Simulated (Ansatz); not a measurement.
Consider MnF3 (honeycomb trihalide sheet).

The cell holds 8 atoms: 2 Mn and 6 F. Cell: a = 4.633 Å, b = 4.633 Å, c = 28.224 Å, α = 90.0°, β = 90.0°, γ = 120.0°. Vacuum lies along c.

```xyz
8
Lattice="3.7831 -1.8916 1.8916 -1.8916 -1.8916 -3.7831 16.2951 16.2951 -16.2951" Properties=species:S:1:pos:R:3
Mn    5.2574    3.3658   -7.1489
Mn    7.1489    3.3658   -5.2574
F     7.1718    5.2393   -5.2393
F     5.2393    5.2393   -7.1718
F     7.1309    3.3886   -7.1309
F     7.1261    3.3838   -3.3838
F     3.3838    3.3838   -7.1261
F     5.2754    3.3429   -5.2754
```

The structure was relaxed with PBEsol. The structure was generated from a model, not taken from a measurement. The runs that relaxed it are not among those shown. The program's search for lower electronic states was switched off, so nothing shows that the state found is the lowest. PAW set soft_2, made with PBE.

A constrained-RPA run (Ansatz 0.2.0; non-magnetic PBEsol; Mn t2g, bands v4 to c2, 6×6×1 mesh, medium accuracy) builds 6 functions on bands 1.1 eV wide, with 8.0 electrons in the window. The bare on-site interaction is 19.8 eV and the bare J 0.71 eV.

Q: Estimate U, U′ and J.

On the Mn t2g shell, U = 6.68 eV (34 % of the bare value), U′ = 5.55 eV, J = 0.53 eV.

The parent state is non-magnetic and the interaction static (zero frequency); U depends on the window and the orbitals, so it belongs to this model alone. A model of the t2g bands alone assumes low spin; where the ion is high-spin, as for many Cr, Mn, Fe and Co compounds, the eg bands are needed too.

[Paths, hosts, dates, memory and timing lines, banners, echoed tables and standing remarks are left out of the program output.]

[Logs are printed without paths, hosts, clocks, repeated set-up lines and the standing remarks that a program may print on its own settings, such as how far it seeks lower states.]

[Runs of the session that timed out or met a known fault of the program may be left out.]

[Hosts, paths, dates, database ids (printed as entryN), source tags and the programs' standing remarks are cut or masked in the printed files.]
